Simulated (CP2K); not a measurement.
The C K edge of aminooxirane was computed by TDDFT (CP2K XAS_TDP, aug-cc-pVDZ, TDA) at these levels: PBEh(45%), PBEh(45%) + GW2X and PBEh(60%). The first three lines of C2 (bonded to C, N, O and H) with a strength over 0.0015, energy in eV and strength:

| run | first | second | third |
| --- | --- | --- | --- |
| 1 | 285.85 (0.062) | 286.19 (0.016) | 286.82 (0.007) |
| 2 | 289.67 (0.075) | 290.90 (0.026) | 291.74 (0.023) |
| 3 | 292.06 (0.061) | 292.41 (0.015) | 293.04 (0.007) |

Which run is which?

Run 1: PBEh(45%) (45 % exact exchange). Run 2: PBEh(60%) (60 % exact exchange). Run 3: PBEh(45%) + GW2X (45 % exact exchange). Self-interaction lifts the core level, so the uncorrected lines rise with the share of exact exchange. The GW2X run keeps the spacings of its parent: 0.35 eV between the first two lines in run 3, 0.34 eV in run 1. Its shift is +6.21 eV, since the Kohn–Sham level at this share of exchange lies that far above the quasiparticle level.

[Hosts, paths, dates, database ids (printed as entryN), source tags and the programs' standing remarks are cut or masked in the printed files.]
